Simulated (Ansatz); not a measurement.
The compound is KNiF3 (Pm-3m).

The database entry behind the starting cell differs from later determinations by our own check (about 0.35 % short), so it need not match the best structure at ambient conditions.

```cif
data_structure
_symmetry_space_group_name_H-M 'P 1'
_symmetry_Int_Tables_number 1
_cell_length_a 4.0000
_cell_length_b 4.0000
_cell_length_c 4.0000
_cell_angle_alpha 90.000
_cell_angle_beta 90.000
_cell_angle_gamma 90.000
_cell_volume 64.00
loop_
_atom_site_label
_atom_site_type_symbol
_atom_site_fract_x
_atom_site_fract_y
_atom_site_fract_z
_atom_site_occupancy
K1 K 0.00000 0.00000 0.00000 1
Ni2 Ni 0.50000 0.50000 0.50000 1
F3 F 0.50000 0.50000 0.00000 1
F4 F 0.00000 0.50000 0.50000 1
F5 F 0.50000 0.00000 0.50000 1
```

The cell and positions come from the Crystallography Open Database and are kept as given unless a step says otherwise. The program's search for lower electronic states was switched off, so nothing shows that the state found is the lowest. PAW set soft_2, made with PBE.

A constrained-RPA run (Ansatz 0.2.0; non-magnetic LDA; Ni d + anion p, bands v13 to c1, 6×6×6 mesh, medium accuracy) builds 14 functions on bands 9.0 eV wide, with 26.0 electrons in the window. The bare on-site interaction is 26.7 eV and the bare J 0.93 eV.

Estimate U, U′ and J.

On the Ni d shell, U = 11.39 eV (43 % of the bare value), U′ = 9.83 eV, J = 0.79 eV.

The parent state is non-magnetic and the interaction static (zero frequency); U depends on the window and the orbitals, so it belongs to this model alone. A window that holds the anion p bands defines a model with explicit ligands; its U belongs to that model and is not the U of DFT+U.

[Paths, hosts, dates, memory and timing lines, banners, echoed tables and standing remarks are left out of the program output.]

[Logs are printed without paths, hosts, clocks, repeated set-up lines and the standing remarks that a program may print on its own settings, such as how far it seeks lower states.]

[Runs of the session that timed out or met a known fault of the program may be left out.]

[Hosts, paths, dates, database ids (printed as entryN), source tags and the programs' standing remarks are cut or masked in the printed files.]
